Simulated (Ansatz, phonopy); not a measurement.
# Te2As (hypothetical, Fm-3m): phonons against volume, part 4 of 4

Wanted: mode Grüneisen parameters of Te2As (hypothetical) and a free-energy fit over volumes. The crystal structure is hypothetical: it was made by swapping elements on a known structure type.

Ansatz 0.2.0; DFT PBE, scalar-relativistic, plane waves, PAW.

So far, highest frequency (cm⁻¹): step 6 (phonons, V/V0 1) 98.8.

### 10. Lattice dynamics at this volume, V/V0 0.985

The same q-mesh and k-mesh are kept at every volume, so that much of their error can cancel in the differences.

input.yaml

```yaml
crystal:
  lattice:
    - [0.0, 3.5337120599, 3.5337120599]
    - [3.5337120599, 0.0, 3.5337120599]
    - [3.5337120599, 3.5337120599, 0.0]
  atoms:
    - { symbol: As, position: [0.0, 0.0, 0.0] }
    - { symbol: Te, position: [0.75, 0.75, 0.75] }
    - { symbol: Te, position: [0.25, 0.25, 0.25] }
kpoints:
  mp_grid: { grid: [10, 10, 10] }
hamiltonian:
  xc: pbe
scf:
  occupations: { method: methfessel_paxton, width: 0.15 }
output:
  eigenvalues: true
phonons:
  method: dfpt
  qmesh: [2, 2, 2]
  temperatures: { t_max: 1000, t_step: 50 }
  qpath:
    path:
      - [[0.0, 0.0, 0.0], [0.5, 0.0, 0.5], [0.625, 0.25, 0.625]]
      - [[0.375, 0.375, 0.75], [0.0, 0.0, 0.0], [0.5, 0.5, 0.5], [0.5, 0.25, 0.75], [0.5, 0.0, 0.5]]
    npoints: 10
```

The run is started by

```
> ansatz run input.yaml --threads 4 --pin off --max-ram 8192MiB --backend cpu --events-out ev --progress --plain --runs-dir out
```

Numbers of over 12 decimals in the logs are rounded to 6 here.

The program printed:

```text
[...]
Crystal: 3 atoms, lattice volume = 88.252 Å³
Basis set: ecut = 420 eV, 1759 PW (Γ), exchange–correlation on 72×72×72 points (8 copies of the dense FFT grid, shifted against one another)
Bands: 29, of which v1, the nominal top of the filled ones, is band 24 counted from 1 (23 counted from 0)
Symmetry: 48 space group operations
k-points: 47 of 1000
[...]
k-point 46: bands = [... 20 lower, 6.7994, 6.9165, 10.2071, 10.2307, 10.6201, 11.2076, 11.4172, 15.3007, ... 1 higher]
[...]
ASR residual: 5.462e-5 → 0.000e0 eV/Å²; symmetrization residual: 2.448e-6 eV/Å²
  ASR residual per site (eV/Å²): 4.26e-5 5.46e-5 5.46e-5
  Γ frequencies (cm⁻¹): 0.00 0.00 0.00 8.79 8.79 8.79 81.93 81.93 81.93
--- Phonons (arbitrary-q DFPT): 3 irreducible q on the 2×2×2 mesh ---
[...]
interpolated dispersion: 62 rows × 9 modes
[...]
[key lines of the parts left out:]
SCF converged after 8 iterations
Free energy (F): -18814.997351 eV
Fermi energy:    9.535498 eV
```

It took 60 s on 4 threads of AMD EPYC 9R14 (Zen 4), shared host; peak memory 2 GiB.

No LO-TO term. The phonon branches at the labelled points (cm⁻¹):

| point | branch 1 | branch 2 | branch 3 | branch 4 | branch 5 | branch 6 | branch 7 | branch 8 | branch 9 |
| --- | --- | --- | --- | --- | --- | --- | --- | --- | --- |
| Γ | 0 | 0 | 0 | 9 | 9 | 9 | 82 | 82 | 82 |
| halfway | -53 | -53 | 23 | 27 | 27 | 34 | 71 | 77 | 77 |
| X | -69 | -68 | -68 | 42 | 42 | 55 | 77 | 77 | 102 |
| halfway | -67 | -66 | -65 | 37 | 37 | 52 | 75 | 77 | 100 |
| U | -64 | -60 | -59 | 20 | 23 | 48 | 69 | 78 | 94 |
| jump to K | -64 | -60 | -59 | 20 | 23 | 48 | 69 | 78 | 94 |
| halfway | -52 | -45 | -30 | 12 | 40 | 44 | 62 | 63 | 78 |
| Γ | 0 | 0 | 0 | 9 | 9 | 9 | 82 | 82 | 82 |
| halfway | -41 | -41 | -32 | 25 | 25 | 53 | 63 | 63 | 77 |
| L | -58 | -58 | -50 | 22 | 22 | 44 | 44 | 70 | 78 |
| halfway | -62 | -50 | -50 | -27 | -14 | 53 | 55 | 79 | 83 |
| W | -69 | -44 | -44 | -34 | -34 | 60 | 60 | 87 | 88 |
| halfway | -68 | -64 | -60 | 23 | 36 | 52 | 72 | 80 | 98 |
| X | -69 | -68 | -68 | 42 | 42 | 55 | 77 | 77 | 102 |

The phonon branches as a text plot (rows in cm⁻¹):

```
     99 |         ********                                   ****
     91 |        *        **                             ****
     84 |**     *           ***      ****            ********
     77 | ****************************   **************      ****
     70 |      *        ***    * ***       *   *****        ***
     63 |   *              *    *           ***          ***
     56 |    **     ***     **** *          **       ****  *** **
     49 |   ***  ***   *********              **  ****        *
     42 |       * *****         * **       *    ***           ***
     34 |      ***     **        *        *
     27 |  * ***         *     *  ***       ****             **
     20 |   ****          *         *    ***    ****        *
     13 | ***              * ** ******  **         **
      6 |**                          ****                    *
     -1 |*                  *         ***            *
     -8 | *                    *    **   *
    -16 |                  * **   **     **         * *
    -23 |  *                *    *  *     **         * **  **
    -30 |                       * **        *         ****
    -37 |   *   *              * ***       * *           ***
    -44 |    **              ** **          ****       *****
    -51 |      * *         **  **             * *********  **
    -58 |       *        *******               *******      **
    -65 |        **********                           ***********
         Γ           X  U|K            Γ         L        W     X
```

The lowest solved frequency is -69.0 cm⁻¹, so the cell is unstable here and gives no valid free energy. The highest zone-centre mode (no LO–TO term) moved by +2.7 % for a volume change of -1.5 %.

### 11. A cell at another volume, V/V0 1.03

Symmetry fixes every atom, so a single point at the scaled cell gives the energy and pressure of this member.

The cell differs from the one that the last finished run ended in (a 4.997 → 5.072 Å, b 4.997 → 5.072 Å, c 4.997 → 5.072 Å).

input.yaml, the sections that differ from step 10:

```yaml
crystal:
  lattice:
    - [0.0, 3.5867256346, 3.5867256346]
    - [3.5867256346, 0.0, 3.5867256346]
    - [3.5867256346, 3.5867256346, 0.0]
  atoms:
    - { symbol: As, position: [0.0, 0.0, 0.0] }
    - { symbol: Te, position: [0.75, 0.75, 0.75] }
    - { symbol: Te, position: [0.25, 0.25, 0.25] }
output:
  forces: true
  stress: true
  eigenvalues: true
# kpoints, hamiltonian, scf: as in step 10
# phonons: removed
```

The program printed:

```text
[...]
Crystal: 3 atoms, lattice volume = 92.284 Å³
Basis set: ecut = 420 eV, 1807 PW (Γ), exchange–correlation on 72×72×72 points (8 copies of the dense FFT grid, shifted against one another)
Bands: 29, of which v1, the nominal top of the filled ones, is band 24 counted from 1 (23 counted from 0)
Symmetry: 48 space group operations
[...]
k-points: 47 of 1000
[...]
k-point 0: bands = [... 20 lower, 5.7416, 6.0575, 6.0575, 6.0575, 9.8375, 9.8375, 9.8375, 13.2765, ... 1 higher]
  k-point 1: bands = [... 20 lower, 5.5166, 6.2830, 6.2830, 6.8399, 9.7380, 9.7810, 9.7810, 13.5991, ... 1 higher]
  k-point 2: bands = [... 20 lower, 5.2404, 6.5238, 6.5238, 7.8127, 9.6604, 9.7662, 9.7662, 14.4049, ... 1 higher]
  k-point 46: bands = [... 20 lower, 6.2236, 6.3194, 9.4775, 9.6141, 9.8520, 10.4282, 10.6442, 14.5621, ... 1 higher]
[key lines of the parts left out:]
SCF converged after 6 iterations
Free energy (F): -18814.988723 eV
Fermi energy:    8.854842 eV
P = ⅓ Tr σ = -1.3676 GPa (-13.676 kbar)
```

It took 1 s on 4 threads; peak memory 0.51 GiB; 3.4 s of CPU time.

The run ends at a pressure of -1.37 GPa.

### 12. Lattice dynamics at this volume, V/V0 1.03

Phonons at this volume give one point of F(V, T); meshes stay fixed along the series.

input.yaml, the sections that differ from step 11:

```yaml
output:
  eigenvalues: true
phonons:
  method: dfpt
  qmesh: [2, 2, 2]
  temperatures: { t_max: 1000, t_step: 50 }
  qpath:
    path:
      - [[0.0, 0.0, 0.0], [0.5, 0.0, 0.5], [0.625, 0.25, 0.625]]
      - [[0.375, 0.375, 0.75], [0.0, 0.0, 0.0], [0.5, 0.5, 0.5], [0.5, 0.25, 0.75], [0.5, 0.0, 0.5]]
    npoints: 10
# crystal, kpoints, hamiltonian, scf: as in step 11
```

The program printed:

```text
[...]
Crystal: 3 atoms, lattice volume = 92.284 Å³
Basis set: ecut = 420 eV, 1807 PW (Γ), exchange–correlation on 72×72×72 points (8 copies of the dense FFT grid, shifted against one another)
Bands: 29, of which v1, the nominal top of the filled ones, is band 24 counted from 1 (23 counted from 0)
Symmetry: 48 space group operations
k-points: 47 of 1000
[...]
k-point 46: bands = [... 20 lower, 6.2236, 6.3195, 9.4776, 9.6142, 9.8520, 10.4283, 10.6443, 14.5621, ... 1 higher]
[...]
ASR residual: 1.025e-4 → 0.000e0 eV/Å²; symmetrization residual: 5.358e-6 eV/Å²
  ASR residual per site (eV/Å²): 1.07e-6 1.03e-4 1.03e-4
  Γ frequencies (cm⁻¹): -48.26 -48.26 -48.26 0.00 0.00 0.00 75.34 75.34 75.34
--- Phonons (arbitrary-q DFPT): 3 irreducible q on the 2×2×2 mesh ---
[...]
interpolated dispersion: 62 rows × 9 modes
[...]
[key lines of the parts left out:]
SCF converged after 8 iterations
Free energy (F): -18814.988723 eV
Fermi energy:    8.854906 eV
```

Wall time 63 s (4 threads); peak memory 2 GiB.

The lowest solved frequency is -77.9 cm⁻¹, so the cell is unstable here and gives no valid free energy. The highest zone-centre mode (no LO–TO term) moved by -5.6 % for a volume change of +3.0 %.

### 13. Single point at a scaled cell, V/V0 0.97

Symmetry fixes every atom, so a single point at the scaled cell gives the energy and pressure of this member.

The cell differs from the one that the last finished run ended in (a 5.072 → 4.972 Å, b 5.072 → 4.972 Å, c 5.072 → 4.972 Å).

input.yaml, the sections that differ from step 12:

```yaml
crystal:
  lattice:
    - [0.0, 3.515682603, 3.515682603]
    - [3.515682603, 0.0, 3.515682603]
    - [3.515682603, 3.515682603, 0.0]
  atoms:
    - { symbol: As, position: [0.0, 0.0, 0.0] }
    - { symbol: Te, position: [0.75, 0.75, 0.75] }
    - { symbol: Te, position: [0.25, 0.25, 0.25] }
output:
  forces: true
  stress: true
  eigenvalues: true
# kpoints, hamiltonian, scf: as in step 12
# phonons: removed
```

The program printed:

```text
[...]
Crystal: 3 atoms, lattice volume = 86.908 Å³
Basis set: ecut = 420 eV, 1687 PW (Γ), exchange–correlation on 72×72×72 points (8 copies of the dense FFT grid, shifted against one another)
Bands: 29, of which v1, the nominal top of the filled ones, is band 24 counted from 1 (23 counted from 0)
Symmetry: 48 space group operations
[...]
k-points: 47 of 1000
[...]
k-point 0: bands = [... 20 lower, 6.4026, 6.7526, 6.7526, 6.7526, 10.7475, 10.7475, 10.7475, 14.0316, ... 1 higher]
  k-point 1: bands = [... 20 lower, 6.1663, 6.9904, 6.9904, 7.5983, 10.6489, 10.6728, 10.6728, 14.3918, ... 1 higher]
  k-point 2: bands = [... 20 lower, 5.8926, 7.2442, 7.2442, 8.6595, 10.5987, 10.6433, 10.6433, 15.2788, ... 1 higher]
  k-point 46: bands = [... 20 lower, 7.0032, 7.1278, 10.4460, 10.4642, 10.8913, 11.4823, 11.6892, 15.5621, ... 1 higher]
[key lines of the parts left out:]
SCF converged after 6 iterations
Free energy (F): -18814.987531 eV
Fermi energy:    9.774639 eV
P = ⅓ Tr σ = 1.5878 GPa (15.878 kbar)
```

Elapsed: 1.1 s, on 4 threads; peak memory 0.52 GiB.

The run ends at a pressure of 1.59 GPa.

### 14. Lattice dynamics at this volume, V/V0 0.97

The same q-mesh and k-mesh are kept at every volume, so that much of their error can cancel in the differences.

input.yaml, the sections that differ from step 13:

```yaml
output:
  eigenvalues: true
phonons:
  method: dfpt
  qmesh: [2, 2, 2]
  temperatures: { t_max: 1000, t_step: 50 }
  qpath:
    path:
      - [[0.0, 0.0, 0.0], [0.5, 0.0, 0.5], [0.625, 0.25, 0.625]]
      - [[0.375, 0.375, 0.75], [0.0, 0.0, 0.0], [0.5, 0.5, 0.5], [0.5, 0.25, 0.75], [0.5, 0.0, 0.5]]
    npoints: 10
# crystal, kpoints, hamiltonian, scf: as in step 13
```

The program printed:

```text
[...]
Crystal: 3 atoms, lattice volume = 86.908 Å³
Basis set: ecut = 420 eV, 1687 PW (Γ), exchange–correlation on 72×72×72 points (8 copies of the dense FFT grid, shifted against one another)
Bands: 29, of which v1, the nominal top of the filled ones, is band 24 counted from 1 (23 counted from 0)
Symmetry: 48 space group operations
k-points: 47 of 1000
[...]
k-point 46: bands = [... 20 lower, 7.0033, 7.1279, 10.4461, 10.4643, 10.8914, 11.4824, 11.6893, 15.5621, ... 1 higher]
[...]
ASR residual: 5.771e-5 → 0.000e0 eV/Å²; symmetrization residual: 8.545e-6 eV/Å²
  ASR residual per site (eV/Å²): 4.70e-6 5.77e-5 5.77e-5
  Γ frequencies (cm⁻¹): 0.00 0.00 0.00 31.44 31.44 31.44 84.04 84.04 84.04
--- Phonons (arbitrary-q DFPT): 3 irreducible q on the 2×2×2 mesh ---
[...]
interpolated dispersion: 62 rows × 9 modes
[...]
[key lines of the parts left out:]
SCF converged after 8 iterations
Free energy (F): -18814.987531 eV
Fermi energy:    9.774735 eV
```

Wall time 59 s (4 threads); peak memory 2 GiB; 3.7 min of CPU time.

The lowest solved frequency is -70.4 cm⁻¹, so the cell is unstable here and gives no valid free energy. The highest zone-centre mode (no LO–TO term) moved by +5.4 % for a volume change of -3.0 %.

### 15. Single point at a scaled cell, V/V0 1.05

Symmetry fixes every atom, so a single point at the scaled cell gives the energy and pressure of this member.

The cell differs from the one that the last finished run ended in (a 4.972 → 5.105 Å, b 4.972 → 5.105 Å, c 4.972 → 5.105 Å).

input.yaml, the sections that differ from step 14:

```yaml
crystal:
  lattice:
    - [0.0, 3.6097920283, 3.6097920283]
    - [3.6097920283, 0.0, 3.6097920283]
    - [3.6097920283, 3.6097920283, 0.0]
  atoms:
    - { symbol: As, position: [0.0, 0.0, 0.0] }
    - { symbol: Te, position: [0.75, 0.75, 0.75] }
    - { symbol: Te, position: [0.25, 0.25, 0.25] }
output:
  forces: true
  stress: true
  eigenvalues: true
# kpoints, hamiltonian, scf: as in step 14
# phonons: removed
```

The program printed:

```text
[...]
Crystal: 3 atoms, lattice volume = 94.076 Å³
Basis set: ecut = 420 eV, 1837 PW (Γ), exchange–correlation on 72×72×72 points (8 copies of the dense FFT grid, shifted against one another)
Bands: 29, of which v1, the nominal top of the filled ones, is band 24 counted from 1 (23 counted from 0)
Symmetry: 48 space group operations
[...]
k-points: 47 of 1000
[...]
k-point 0: bands = [... 20 lower, 5.5369, 5.8420, 5.8420, 5.8420, 9.5537, 9.5537, 9.5538, 13.0433, ... 1 higher]
  k-point 1: bands = [... 20 lower, 5.3153, 6.0639, 6.0639, 6.6053, 9.4540, 9.5023, 9.5023, 13.3546, ... 1 higher]
  k-point 2: bands = [... 20 lower, 5.0442, 6.3006, 6.3006, 7.5509, 9.3682, 9.4917, 9.4917, 14.1354, ... 1 higher]
  k-point 46: bands = [... 20 lower, 5.9838, 6.0709, 9.1723, 9.3533, 9.5312, 10.1021, 10.3202, 14.2546, ... 1 higher]
[key lines of the parts left out:]
SCF converged after 6 iterations
Free energy (F): -18814.968882 eV
Fermi energy:    8.569420 eV
P = ⅓ Tr σ = -2.1665 GPa (-21.665 kbar)
```

It took 1 s on 4 threads; peak memory 0.52 GiB.

The run ends at a pressure of -2.17 GPa.

### 16. Phonons, V/V0 1.05

The same q-mesh and k-mesh are kept at every volume, so that much of their error can cancel in the differences.

input.yaml, the sections that differ from step 15:

```yaml
output:
  eigenvalues: true
phonons:
  method: dfpt
  qmesh: [2, 2, 2]
  temperatures: { t_max: 1000, t_step: 50 }
  qpath:
    path:
      - [[0.0, 0.0, 0.0], [0.5, 0.0, 0.5], [0.625, 0.25, 0.625]]
      - [[0.375, 0.375, 0.75], [0.0, 0.0, 0.0], [0.5, 0.5, 0.5], [0.5, 0.25, 0.75], [0.5, 0.0, 0.5]]
    npoints: 10
# crystal, kpoints, hamiltonian, scf: as in step 15
```

The program printed:

```text
[...]
Crystal: 3 atoms, lattice volume = 94.076 Å³
Basis set: ecut = 420 eV, 1837 PW (Γ), exchange–correlation on 72×72×72 points (8 copies of the dense FFT grid, shifted against one another)
Bands: 29, of which v1, the nominal top of the filled ones, is band 24 counted from 1 (23 counted from 0)
Symmetry: 48 space group operations
k-points: 47 of 1000
[...]
k-point 46: bands = [... 20 lower, 5.9838, 6.0709, 9.1723, 9.3533, 9.5312, 10.1022, 10.3202, 14.2546, ... 1 higher]
[...]
ASR residual: 2.140e-5 → 0.000e0 eV/Å²; symmetrization residual: 5.996e-6 eV/Å²
  ASR residual per site (eV/Å²): 3.97e-6 2.14e-5 2.14e-5
  Γ frequencies (cm⁻¹): -57.08 -57.08 -57.08 0.00 0.00 0.00 72.34 72.34 72.34
--- Phonons (arbitrary-q DFPT): 3 irreducible q on the 2×2×2 mesh ---
[...]
interpolated dispersion: 62 rows × 9 modes
[...]
[key lines of the parts left out:]
SCF converged after 8 iterations
Free energy (F): -18814.968882 eV
Fermi energy:    8.569463 eV
```

Run time: 63 s. Hardware: 4 threads; peak memory 2 GiB; 3.9 min of CPU time.

No LO-TO term. Phonon branches along the path, in cm⁻¹:

| point | branch 1 | branch 2 | branch 3 | branch 4 | branch 5 | branch 6 | branch 7 | branch 8 | branch 9 |
| --- | --- | --- | --- | --- | --- | --- | --- | --- | --- |
| Γ | -57 | -57 | -57 | 0 | 0 | 0 | 72 | 72 | 72 |
| halfway | -73 | -73 | -41 | 10 | 21 | 21 | 62 | 64 | 64 |
| X | -82 | -82 | -64 | 27 | 35 | 35 | 62 | 62 | 88 |
| halfway | -82 | -80 | -62 | 12 | 30 | 34 | 61 | 62 | 86 |
| U | -80 | -73 | -59 | -32 | 10 | 32 | 57 | 63 | 80 |
| jump to K | -80 | -73 | -59 | -32 | 10 | 32 | 57 | 63 | 80 |
| halfway | -71 | -70 | -56 | -5 | 33 | 35 | 51 | 52 | 65 |
| Γ | -57 | -57 | -57 | 0 | 0 | 0 | 72 | 72 | 72 |
| halfway | -69 | -69 | -56 | 22 | 22 | 42 | 53 | 53 | 64 |
| L | -79 | -79 | -55 | 22 | 22 | 32 | 32 | 53 | 61 |
| halfway | -80 | -70 | -58 | -29 | -28 | 40 | 44 | 65 | 67 |
| W | -83 | -56 | -56 | -44 | -43 | 46 | 46 | 74 | 74 |
| halfway | -82 | -76 | -60 | -21 | 15 | 38 | 57 | 65 | 84 |
| X | -82 | -82 | -64 | 27 | 35 | 35 | 62 | 62 | 88 |

The phonon branches as a text plot (rows in cm⁻¹):

```
     85 |         *******                                    ****
     78 |        *       ***                               **
     71 |****   *           *     *********            ******
     63 |  * ************************     *************      ****
     56 |   *           ****   * ***       **   *****       ***
     49 |    **             *   **           ***        ****
     42 |   ***              *** *          * *     *****  ***
     35 |         ************* * **       *   *******        ***
     28 |  *    **   ****        *  *     *   *                 *
     21 |      *    *             **     * *** ****           **
     14 | * ****  **   * **    *    **   **
      6 | **                     *****  *          *
     -1 |*                            **
     -8 |                       *                             *
    -15 |               *  * ***                    *        *
    -22 |        *          ***                      *      *
    -29 |       *        ** *                         *      *
    -36 |       *          *                           **  **
    -43 |      *                                         **
    -51 |   ***  *                                         *
    -58 |***      **    **** *********************************
    -65 |   *       ****   **    ****     **           **     ***
    -72 |    ***         **  *****          ***      **     **
    -79 |       ***************                ******************
         Γ           X  U|K            Γ         L        W     X
```

The lowest solved frequency is -82.1 cm⁻¹, so the cell is unstable here and gives no valid free energy. The highest zone-centre mode (no LO–TO term) moved by -9.3 % for a volume change of +5.0 %.

### 17. Mode Grüneisen parameters

This step: DFT PBE, scalar-relativistic, plane waves, PAW (phonopy 4.10.0).

Volume series, by row:

| V/V0 | V (Å³/atom) | pressure (GPa) | E - E0 (meV/atom) | gap (eV) | zero-point energy (meV/atom) | lowest on the path (cm⁻¹) | highest at Gamma without the LO-TO term (cm⁻¹) |
| --- | --- | --- | --- | --- | --- | --- | --- |
| 0.97 | 28.97 | 1.588 | 4.385 | 0 | - | -70.4 | 84.04 |
| 0.985 | 29.42 | 0.763 | 1.08 | 0 | - | -69.04 | 81.93 |
| 1 | 29.87 | -0.002 | 0 | 0 | - | -72.08 | 79.77 |
| 1.015 | 30.31 | -0.711 | 0.98 | 0 | - | -75.38 | 77.57 |
| 1.03 | 30.76 | -1.368 | 3.876 | 0 | - | -78.56 | 75.34 |
| 1.05 | 31.36 | -2.167 | 10.47 | 0 | - | -82.62 | 72.34 |

### 18. Results

* lowest frequency over the volumes: -82.6 cm⁻¹

What this shows: Imaginary modes appear at V/V0 = 0.97, 0.985, 1, 1.015, 1.03 and 1.05, so too few stable volumes remain for a free-energy fit. Mode Grüneisen parameters diverge near a vanishing branch and are not given. The softest solved mode at V/V0 = 1.05 is 82i cm⁻¹ at q = (0, -0.5, -0.5), and 3 of 3 solved wavevectors carry a mode beyond 8i cm⁻¹. The q-mesh is coarse, so only a few wavevectors were solved. In a metal soft modes also hang on the k-mesh and the smearing, which were not converged here. The program warned that a few bands missed the eigensolver's threshold in at least one of the runs.

[Logs are printed without paths, hosts, clocks, repeated set-up lines and the standing remarks that a program may print on its own settings, such as how far it seeks lower states.]

[Hosts, paths, dates, database ids (printed as entryN), source tags and the programs' standing remarks are cut or masked in the printed files.]

[A step with changed settings may run another functional than the one named; its input shows which.]


